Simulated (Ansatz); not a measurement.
# I on Ti(0001): change of the work function, part 3 of 3

How does I on the fcc site change the work function of Ti(0001) as the layer fills?

Ansatz 0.2.0; plane-wave DFT, PBE, Ansatz PAW.

So far, work function, upper face (eV): step 2 (the clean slab) 4.37; step 3 (17 atoms, coverage 0.25 ML, cell 2x2) 3.92.

## (4) Adsorbate added, k-mesh 12×12×1, coverage 1 ML

System of this step: I/Ti(0001). The cell holds 5 atoms: 4 Ti and 1 I. Its edges and angles: a = 2.950 Å, b = 2.950 Å, c = 27.487 Å, α = 90.0°, β = 90.0°, γ = 60.0°. Vacuum lies along c.

Another coverage, to see how the dipoles act on each other as their distance changes.

File input.yaml:

```yaml
crystal:
  lattice:
    - [2.95, 0.0, 0.0]
    - [1.475, 2.5547749412, 0.0]
    - [0.0, 0.0, 27.4871546599]
  atoms:
    - { symbol: Ti, position: [0.6666666667, 0.6666666667, 0.3274256689] }
    - { symbol: Ti, position: [0.0, 0.0, 0.4126400182] }
    - { symbol: Ti, position: [0.6666666667, 0.6666666667, 0.5003283942] }
    - { symbol: Ti, position: [0.0, 0.0, 0.5792261524] }
    - { symbol: I, position: [0.3333333333, 0.3333333333, 0.6725743311] }
kpoints:
  mp_grid: { grid: [12, 12, 1] }
hamiltonian:
  xc: pbe
scf:
  occupations: { method: fermi_dirac, width: 0.1 }
  convergence: { dr2_threshold: 1.0e-08 }
efield:
  axis: 3
  dipole_correction: true
  ramp_position: 0.97
  ramp_width: 0.06
relax:
  f_tol: 0.02
  max_steps: 60
  constraints: [{ sites: [0, 1] }]
output:
  write_potential: true
  write_density: true
  volumetric_format: npy
```

The run is started by

```bash
ansatz run input.yaml --threads 4 --pin off --max-ram 6144MiB --backend cpu --events-out ev --progress --plain --runs-dir out
```

Numbers of over 12 decimals in the logs are rounded to 6 here.

The program printed:

```text
[...]
Crystal: 5 atoms, lattice volume = 207.159 Å³
Basis set: ecut = 420 eV, 3979 PW (Γ), exchange–correlation on 40×40×384 points (8 copies of the dense FFT grid, shifted against one another)
Bands: 39, of which v1, the nominal top of the filled ones, is band 33 counted from 1 (32 counted from 0)
Symmetry: 6 space group operations
[...]
k-points: 19 of 144 (time reversal used)
[...]
SCF iter   1: F=—  HF=-17509.717231 eV  |F-HF|=—  |Δ(HF+E_count)|=         —  Δρ=2.82e-2  dr2=5.12e1  ethr=1.77e-3  p=-0.002 e·Å  D=-2.11e-3 V/Å  ΔV_dip=0.06 eV  dr2_dipole=2.63e1  V_vac-E_F(+/−)=3.87/3.81 eV  ⟨swp⟩=8.2  Hψ=3395  notcnv=0
[...]
SCF iter  11: F=-17509.170105 eV  HF=-17509.170105 eV  |F-HF|=6.37e-9  |Δ(HF+E_count)|=   1.39e-8  Δρ=9.99e-7  dr2=8.27e-9  ethr=1.54e-11  p=0.070 e·Å  D=6.08e-2 V/Å  ΔV_dip=-1.67 eV  dr2_dipole=1.00e-9  V_vac-E_F(+/−)=2.74/4.41 eV  ⟨swp⟩=11.4  Hψ=5577  notcnv=0
SCF 1 converged in 11 iterations: F = -17509.170105 eV  dr2 = 8.27e-9
[...]
relax step   1: F+E_penalty+E_count = -17509.17010458 eV  Δ(F+E_penalty+E_count) = +0.000e0 eV  max|allowed force component| = 9.693e-1 eV/Å  Δτ_max = 0.0000 Å  (11 SCF iters, accepted)
[...]
SCF iter   1: F=—  HF=-17509.514967 eV  |F-HF|=—  |Δ(HF+E_count)|=         —  Δρ=1.73e-2  dr2=4.80e0  ethr=3.10e-3  p=0.070 e·Å  D=6.07e-2 V/Å  ΔV_dip=-1.67 eV  dr2_dipole=6.77e-1  V_vac-E_F(+/−)=2.76/4.42 eV  ⟨swp⟩=5.8  Hψ=2180  notcnv=0
[...]
SCF iter   9: F=-17509.345313 eV  HF=-17509.345313 eV  |F-HF|=2.87e-9  |Δ(HF+E_count)|=   8.19e-8  Δρ=7.74e-7  dr2=2.57e-9  ethr=1.54e-11  p=0.078 e·Å  D=6.86e-2 V/Å  ΔV_dip=-1.88 eV  dr2_dipole=3.02e-10  V_vac-E_F(+/−)=2.51/4.40 eV  ⟨swp⟩=10.8  Hψ=5552  notcnv=0
SCF 2 converged in 9 iterations: F = -17509.345313 eV  dr2 = 2.57e-9
relax step   2: F+E_penalty+E_count = -17509.34531284 eV  Δ(F+E_penalty+E_count) = -1.752e-1 eV  max|allowed force component| = 1.655e-1 eV/Å  Δτ_max = 0.1947 Å  (9 SCF iters, accepted)
[...]
SCF iter   9: F=-17509.356690 eV  HF=-17509.356690 eV  |F-HF|=5.28e-9  |Δ(HF+E_count)|=   9.15e-9  Δρ=1.17e-6  dr2=9.30e-9  ethr=1.54e-11  p=0.079 e·Å  D=6.87e-2 V/Å  ΔV_dip=-1.89 eV  dr2_dipole=9.65e-10  V_vac-E_F(+/−)=2.52/4.40 eV  ⟨swp⟩=10.6  Hψ=5353  notcnv=0
SCF 3 converged in 9 iterations: F = -17509.356690 eV  dr2 = 9.30e-9
relax step   3: F+E_penalty+E_count = -17509.35669038 eV  Δ(F+E_penalty+E_count) = -1.138e-2 eV  max|allowed force component| = 1.038e-1 eV/Å  Δτ_max = 0.1941 Å  (9 SCF iters, accepted)
SCF iter   1: F=—  HF=-17509.359098 eV  |F-HF|=—  |Δ(HF+E_count)|=         —  Δρ=1.44e-3  dr2=4.47e-2  ethr=8.89e-4  p=0.079 e·Å  D=6.87e-2 V/Å  ΔV_dip=-1.89 eV  dr2_dipole=6.66e-3  V_vac-E_F(+/−)=2.50/4.39 eV  ⟨swp⟩=2.9  Hψ=1410  notcnv=0
[...]
SCF iter   8: F=-17509.358356 eV  HF=-17509.358356 eV  |F-HF|=3.27e-11  |Δ(HF+E_count)|=   1.04e-8  Δρ=6.06e-7  dr2=2.48e-9  ethr=1.54e-11  p=0.079 e·Å  D=6.88e-2 V/Å  ΔV_dip=-1.89 eV  dr2_dipole=4.72e-11  V_vac-E_F(+/−)=2.51/4.40 eV  ⟨swp⟩=10.2  Hψ=5145  notcnv=0
SCF 4 converged in 8 iterations: F = -17509.358356 eV  dr2 = 2.48e-9
relax step   4: F+E_penalty+E_count = -17509.35835634 eV  Δ(F+E_penalty+E_count) = -1.666e-3 eV  max|allowed force component| = 7.896e-3 eV/Å  Δτ_max = 0.0392 Å  (8 SCF iters, accepted)
[...]
SCF converged after 8 iterations
Free energy (F): -17509.358356 eV
[...]
Internal energy: -17509.118364 eV  (E = F + TS)
E sigma→0 (E₀):  -17509.238360 eV
Entropy (-TS):   -0.239992 eV (-47.998 meV/atom)
Fermi energy:    4.485678 eV
Dipole field:    D = 0.068828 V/Å  (p = 0.078796 e·Å, saw-weighted, corrected)
Work function:   Φ+ = 2.5102 eV   Φ− = 4.4020 eV
[...]
--- Forces (eV/Å), atoms counted from 1 ---
  atom   1  Ti     0.00000000     0.00000000     0.53203854
  atom   2  Ti     0.00000000    -0.00000000    -0.54021874
  atom   3  Ti     0.00000000     0.00000000    -0.00175987
  atom   4  Ti    -0.00000000    -0.00000000     0.00789577
  atom   5  I     -0.00000000     0.00000000     0.00204953
  max |Σ_I F_I| component: 5.23e-6 eV/Å
--- Band table (eV; the first three rows and the last of 19) ---
  k-point 0: bands = [... 29 lower, 4.7811, 4.8126, 4.8782, 5.1541, 5.1541, 5.2397, 5.2491, 5.2491, ... 2 higher]
  k-point 1: bands = [... 29 lower, 4.6553, 4.7306, 4.7982, 4.9973, 5.0839, 5.2456, 5.3452, 5.3674, ... 2 higher]
  k-point 2: bands = [... 29 lower, 4.2624, 4.4901, 4.5596, 4.6842, 4.8459, 5.1848, 5.3007, 5.4667, ... 2 higher]
  k-point 18: bands = [... 29 lower, 3.2729, 3.6980, 3.7877, 4.1882, 4.4116, 4.5210, 4.5888, 4.7649, ... 2 higher]
--- Relaxed structure (4 steps of the walk, 4 accepted, 0 SCFs on fresh bases) ---
  F+E_penalty+E_count = -17509.35835634 eV   max|allowed force component| = 7.896e-3 eV/Å
  atoms:
    - { symbol: Ti, position: [0.666667, 0.666667, 0.3274256689] }
    - { symbol: Ti, position: [-1.850371707762447e-17, -1.8503717077624474e-17, 0.412640] }
    - { symbol: Ti, position: [0.666667, 0.666667, 0.498323] }
[...]
- { symbol: I, position: [0.333333, 0.333333, 0.659855] }
```

It took 12 s on 4 threads of Arm Neoverse V2, shared host; peak memory 0.56 GiB; 48 s of CPU time.

Relaxation path:

| step | energy less that of the first step (eV) | largest force component (eV/Å) |
| --- | --- | --- |
| 1 | 0.0000 | 0.9693 |
| 2 | -0.1752 | 0.1655 |
| 3 | -0.1866 | 0.1038 |
| 4 | -0.1883 | 0.0079 |

Forces are held to the 6 operations that the run works with; a distortion that breaks them can't arise in this run.

The atoms that moved most (Å):

```csv
atom,dx,dy,dz,length
I5,0.000,0.000,-0.350,0.350
Ti3,0.000,0.000,-0.055,0.055
Ti4,0.000,0.000,0.018,0.018
```

Final coordinates:

```xyz
5
Lattice="2.9500 0.0000 0.0000 1.4750 2.5548 0.0000 0.0000 0.0000 27.4872" Properties=species:S:1:pos:R:3
Ti    2.9500    1.7032    9.0000
Ti    0.0000    0.0000   11.3423
Ti    2.9500    1.7032   13.6975
Ti    0.0000    0.0000   15.9390
I     1.4750    0.8516   18.1375
```

Numbers from this step:

| Item | Value |
| --- | --- |
| energy at zero smearing | -17509.2384 eV |
| work function, upper face | 2.510 eV |
| work function, lower face | 4.402 eV |
| dipole along the normal | 0.07880 e·Å |
| step between the vacuum levels | -1.892 eV |

Running mean over 2.342 Å of the planar mean; the ramp of the sawtooth is left out. Table of electron's electrostatic potential energy less the Fermi level by z:

```csv
z (Å),electron's electrostatic potential energy less the Fermi level (eV)
3.5,4.40
4.0,4.40
4.5,4.40
5.0,4.38
5.5,4.34
6.0,4.22
6.5,3.86
7.0,2.88
7.5,0.372
8.0,-3.14
8.5,-5.87
9.0,-6.74
9.5,-6.71
10.0,-6.59
10.5,-6.57
11.0,-6.59
11.5,-6.62
12.0,-6.61
12.5,-6.61
13.0,-6.62
13.5,-6.67
14.0,-6.85
14.5,-7.17
15.0,-7.23
15.5,-7.17
16.0,-7.51
16.5,-8.54
17.0,-8.37
17.5,-7.74
18.0,-7.49
18.5,-6.50
19.0,-4.17
19.5,-1.77
20.0,0.709
20.5,2.09
21.0,2.41
21.5,2.49
22.0,2.50
22.5,2.51
23.0,2.51
23.5,2.51
24.0,2.51
```

The relaxation took 4 steps and lowered the energy by 0.19 eV; the largest force on the free atoms ends at 0.0079 eV/Å.

The covered face has 2.51 eV, -1.86 eV against the clean one; the bare back face has moved by -0.02 eV, a measure of how thin the slab is.

## (5) Work function against coverage

This step: plane-wave DFT, PBE, Ansatz PAW; work function against coverage (Ansatz 0.2.0).

The runs are now put side by side.

Numbers from this step:

```
work function of the clean face     : 4.373 eV
largest change of the work function : -1.863 eV
```

Table of work function of the covered face by coverage:

```csv
coverage (adsorbates/nm²),work function of the covered face (eV)
0.00,4.37
3.32,3.92
13.27,2.51
```

The dipole per adsorbate comes from the change of the cell's dipole. Coverage, by row:

```csv
coverage (1/nm²),coverage (ML),work function (eV),change (eV),"dipole per adsorbate, positive end outwards (debye)",mean height of the added atoms over the highest substrate atom (Å)
3.317,0.25,3.923,-0.45,0.357,2.195
13.27,1,2.51,-1.863,0.368,2.199
```

## (6) Results

```
work function of the clean face                        : 4.37 eV
work function at 0.25 ML                               : 3.92 eV
work function at 1 ML                                  : 2.51 eV
dipole per adsorbate at 0.25 ML, positive end outwards : 0.36 D
```

I lowers the work function of Ti(0001) at the lowest coverage, by 0.45 eV: the adsorbate layer has its positive end outwards. An electronegative adsorbate that lowers the work function shows that charge transfer alone doesn't fix the sign: the pushed-back electron tail of the metal and the adsorbate's own polarisation count too. At the highest coverage the adsorbates are pressed to about 3.0 Å, closer than unbonded atoms of this kind usually come, so a real layer may not reach it. The slab has 4 layers, at the tabulated experimental lattice constant, one starting site was run, and quantum-size effects of a slab this thin can reach one or two tenths of an eV.

[Logs are printed without paths, hosts, clocks, repeated set-up lines and the standing remarks that a program may print on its own settings, such as how far it seeks lower states.]

[Hosts, paths, dates, database ids (printed as entryN), source tags and the programs' standing remarks are cut or masked in the printed files.]

[Maps of the electrostatic potential energy from Ansatz leave out the sawtooth potential of an applied field or a dipole correction, so their vacuum need not be flat; planar profiles and work functions include it.]
